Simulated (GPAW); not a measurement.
# MoSi2P4 monolayer: work function by functional and basis, part 2 of 2

Aim: the work function of both faces of MoSi2P4 monolayer, and its spread over functionals and bases. Where a layer proves gapped, the work function hangs on where the smearing puts the Fermi level, and the band edges take its place.

GPAW 26.7.0; GPAW, PAW setups; layer in a repeated cell with vacuum, relaxation of atoms and in-plane cell (the session's first sound run).

So far, upper work function (eV): step 3 (the slab's potential, PBE, GPAW) 4.98; step 5 (self-consistent run: xc = "vdW-DF2", GPAW, PAW setups, GPAW) 5.31; step 6 (self-consistent run: xc = "LDA") 5.20; step 7 (OptPBE vdW: xc = "optPBE-vdW", GPAW, PAW setups, GPAW) 5.20; step 8 (self-consistent run: xc = "revPBE") 4.89.

## (9) Real-space grid: mode = "fd"

Level of this step: GPAW, PAW setups; slab in vacuum (GPAW).

A real-space grid is a second complete basis, so it checks the plane-wave result.

run.py reads:

```python
import json
import numpy as np
from ase import Atoms
from gpaw import GPAW

slab = Atoms(
    ['P', 'Si', 'P', 'Mo', 'P', 'Si', 'P'],
    positions=[
        [0.00000, -0.00000, 8.00000],
        [-0.00000, 1.99810, 9.03859],
        [-0.00000, 1.99810, 11.30191],
        [-0.00000, -0.00000, 12.73216],
        [-0.00000, 1.99810, 14.16242],
        [-0.00000, 1.99810, 16.42574],
        [0.00000, -0.00000, 17.46433]],
    cell=[[3.4608, -0.0, 0.0], [-1.7304, 2.99715, 0.0], [0.0, 0.0, 25.4643]],
    pbc=[True, True, False])

slab.calc = GPAW(mode='fd', h=0.18, xc='PBE', kpts={'size': (9, 9, 1), 'gamma': True},
                 occupations={'name': 'fermi-dirac', 'width': 0.05}, nbands='200%',
                 convergence={'density': 1e-05}, maxiter=200,
                 poissonsolver={'dipolelayer': 'xy'},
                 symmetry={'tolerance': 1e-3}, txt='slab.txt')
result = {}
energy = slab.get_potential_energy()
fermi = slab.calc.get_fermi_level()
v = slab.calc.get_electrostatic_potential().mean((0, 1)) - fermi
n = slab.calc.get_pseudo_density().mean((0, 1))
L = slab.cell[2, 2]
z = np.arange(len(v)) * L / len(v)
low, high = slab.positions[:, 2].min(), slab.positions[:, 2].max()
below, above = np.interp([low - 5.8, high + 5.8], z, v)
slopes = [np.interp(x, z, np.gradient(v, z)) for x in (low - 5.8, high + 5.8)]
eps = np.array([[slab.calc.get_eigenvalues(k, s) for k in range(len(slab.calc.get_ibz_k_points()))]
                for s in range(slab.calc.get_number_of_spins())]) - fermi
top, bottom = eps[eps < 0].max(), eps[eps > 0].min()
dipole = slab.get_dipole_moment()[2]
print(f'energy {energy:.4f} eV, Fermi level {fermi:.4f} eV, dipole {dipole:.5f} e A')
print(f'potential 5.8 A off the faces, from the Fermi level: lower {below:.4f} eV, upper {above:.4f} eV')
print(f'slope of the potential there: lower {slopes[0]:.5f}, upper {slopes[1]:.5f} eV/A')
print(f'nearest levels on the mesh: {top:.4f} and {bottom:.4f} eV')
print('magnetic moment', round(slab.get_magnetic_moment(), 3))
result.update(energy=energy, fermi=fermi, dipole=dipole, below=below, above=above, slopes=slopes, edges=[top, bottom],
              z=z.tolist(), v=v.tolist(), n=n.tolist(), positions=slab.positions.tolist(),
              forces=slab.get_forces(apply_constraint=False).tolist(), moments=slab.get_magnetic_moments().tolist())
json.dump(result, open('result.json', 'w'))
```

The run is started by

```console
> OMP_NUM_THREADS=1 OPENBLAS_NUM_THREADS=1 python run.py
```

The program printed:

```text
energy -45.6533 eV, Fermi level -4.9856 eV, dipole 0.00050 e A
potential 5.8 A off the faces, from the Fermi level: lower 4.9902 eV, upper 4.9810 eV
slope of the potential there: lower -0.00001, upper 0.00001 eV/A
nearest levels on the mesh: -0.4503 and 0.4441 eV
magnetic moment 0.0
```

It took 2.4 min on 1 thread of Arm Neoverse V2, shared host; peak memory 0.66 GiB.

Numbers from this step:

```
dipole along the normal                    : 5.02e-4 e·Å
levels nearest the Fermi level on the mesh : -0.4503, 0.4441 eV from the Fermi level
upper work function                        : 4.981 eV
lower work function                        : 4.990 eV
upper ionisation energy                    : 5.431 eV
```

The highest filled level lies 0.450 eV under the Fermi level, so the ionisation energy from the upper face is 4.981 + 0.450 = 5.431 eV, against 5.430 eV in the base run.

## (10) Atomic orbitals: mode = "lcao"

Atom-centred orbitals end a few angstrom from the surface, which tests how much the density's tail matters.

Edit run.py of step 9 so:

```diff
@@ -18,4 +18,4 @@
 
-slab.calc = GPAW(mode='fd', h=0.18, xc='PBE', kpts={'size': (9, 9, 1), 'gamma': True},
-                 occupations={'name': 'fermi-dirac', 'width': 0.05}, nbands='200%',
+slab.calc = GPAW(mode='lcao', basis='dzp', h=0.18, xc='PBE', kpts={'size': (9, 9, 1), 'gamma': True},
+                 occupations={'name': 'fermi-dirac', 'width': 0.05}, nbands='120%',
                  convergence={'density': 1e-05}, maxiter=200,
```

The program printed:

```text
energy -44.0856 eV, Fermi level -4.7589 eV, dipole 0.00050 e A
potential 5.8 A off the faces, from the Fermi level: lower 4.7635 eV, upper 4.7543 eV
slope of the potential there: lower -0.00000, upper -0.00000 eV/A
nearest levels on the mesh: -0.4705 and 0.4609 eV
magnetic moment 0.0
```

Elapsed: 2.1 min, on 1 thread; peak memory 0.33 GiB.

Numbers from this step:

- dipole along the normal: 5.03e-4 e·Å
- levels nearest the Fermi level on the mesh: -0.4705, 0.4609 eV from the Fermi level
- upper work function: 4.754 eV
- lower work function: 4.764 eV
- upper ionisation energy: 5.225 eV

Electrostatic potential energy of an electron (without an applied field's), less the Fermi level, planar mean against z:

z (Å), electrostatic potential energy of an electron (without an applied field's), less the Fermi level, planar mean (eV) and a bar from the least value:
```
      0.0        4.8 ##############################
      0.5        4.8 ##############################
      1.0        4.8 ##############################
      1.5        4.8 ##############################
      2.0        4.8 ##############################
      2.5        4.8 ##############################
      3.0        4.8 ##############################
      3.5        4.8 ##############################
      4.0        4.8 ##############################
      4.5        4.8 ##############################
      5.0        4.8 ##############################
      5.5        4.8 ##############################
      6.0        4.7 ##############################
      6.5        4.3 #############################
      7.0        2.5 ###########################
      7.5       -4.4 #################
      8.0      -15.0 ##
      8.5      -11.6 #######
      9.0      -13.3 ####
      9.5       -5.9 ###############
     10.0        0.6 ########################
     10.5        0.1 #######################
     11.0       -8.6 ###########
     11.5      -11.7 #######
     12.0       -7.0 #############
     12.5      -16.3 
     13.0      -15.5 #
     13.5       -6.9 #############
     14.0      -12.2 ######
     14.5       -7.8 ############
     15.0        0.4 ########################
     15.5        0.4 ########################
     16.0       -6.6 ##############
     16.5      -13.3 ####
     17.0      -11.7 #######
     17.5      -14.7 ##
     18.0       -3.6 ##################
     18.5        2.7 ###########################
     19.0        4.4 #############################
     19.5        4.7 ##############################
     20.0        4.8 ##############################
     20.5        4.8 ##############################
     21.0        4.8 ##############################
     21.5        4.8 ##############################
     22.0        4.8 ##############################
     22.5        4.8 ##############################
     23.0        4.8 ##############################
     23.5        4.8 ##############################
     24.0        4.8 ##############################
     24.5        4.8 ##############################
     25.0        4.8 ##############################
```

The highest filled level lies 0.471 eV under the Fermi level, so the ionisation energy from the upper face is 4.754 + 0.471 = 5.225 eV, against 5.430 eV in the base run.

## (11) All levels side by side

Times are for 1 thread of Arm Neoverse V2, shared host. The runs compared:

| no. | run | upper ionisation energy (eV) | time | memory (GiB) |
| --- | --- | --- | --- | --- |
| 1 | pw | 5.430 | 38 s | 0.24 |
| 2 | RPBE | 5.343 | 39 s | 0.24 |
| 3 | vdW DF2 | 5.772 | 47 s | 0.39 |
| 4 | LDA | 5.650 | 37 s | 0.24 |
| 5 | optPBE vdW | 5.650 | 45 s | 0.39 |
| 6 | revPBE | 5.341 | 38 s | 0.24 |
| 7 | fd | 5.431 | 2.4 min | 0.66 |
| 8 | lcao | 5.225 | 2.1 min | 0.33 |

## (12) Side by side

Results and costs are gathered.

This step: comparison of work functions, dipole and cost (GPAW 26.7.0).

Ladder, by row:

| step | code | work function, upper (eV) | work function, lower (eV) | dipole (e Å) | wall time (s) | peak memory (GiB) | threads |
| --- | --- | --- | --- | --- | --- | --- | --- |
| pw | GPAW | 4.979 | 4.988 | 5.06e-4 | 38.04 | 0.24 | 1 |
| RPBE | GPAW | 4.893 | 4.902 | 5.06e-4 | 38.7 | 0.24 | 1 |
| vdW-DF2 | GPAW | 5.315 | 5.324 | 5.06e-4 | 46.94 | 0.39 | 1 |
| LDA | GPAW | 5.198 | 5.208 | 5.07e-4 | 36.63 | 0.24 | 1 |
| optPBE-vdW | GPAW | 5.195 | 5.204 | 5.05e-4 | 45.42 | 0.39 | 1 |
| revPBE | GPAW | 4.891 | 4.901 | 5.06e-4 | 38.11 | 0.24 | 1 |
| fd | GPAW | 4.981 | 4.99 | 5.02e-4 | 145.5 | 0.66 | 1 |
| lcao | GPAW | 4.754 | 4.764 | 5.03e-4 | 123.8 | 0.33 | 1 |

## (13) What came out

| Property | Result |
| --- | --- |
| work function, upper and lower face (Fermi level placed in the gap by the smearing) | 4.979 and 4.988 eV |
| ionisation energy from the upper face (highest filled level on the mesh) | 5.43 eV |
| electron affinity from the upper face (lowest empty Kohn-Sham level on the mesh) | 4.53 eV |
| dipole along the normal | 5.1e-4 e Å |

What this shows: With plane waves and PBE the ionisation energy from the upper face is 5.43 eV and the Kohn-Sham electron affinity 4.53 eV. The levels nearest the Fermi level on the mesh lie 0.895 eV apart, so the slab is gapped there: the smearing puts the Fermi level inside the gap, and from either face the ionisation energy is the work function plus 0.45 eV. Both are Kohn-Sham levels on the mesh, and semilocal gaps are too small, so the affinity tends to come out too large and the ionisation energy too small. Work functions of a gapped slab move with the place of the Fermi level in the gap; over the runs without a planted fault the highest filled level on the mesh lies 5.22 (lcao) to 5.77 eV (vdW-DF2) under the upper vacuum level. The small printed dipole stands for a step of -8.8 meV from the lower to the upper face, and the probes find -9.2 meV; values this small are near the numerical noise of both. The layer's cell and atoms come from the relaxation; spin-orbit coupling and temperature are left out.

[Logs are printed without paths, hosts, clocks, repeated set-up lines and the standing remarks that a program may print on its own settings, such as how far it seeks lower states.]

[Hosts, paths, dates, database ids (printed as entryN), source tags and the programs' standing remarks are cut or masked in the printed files.]
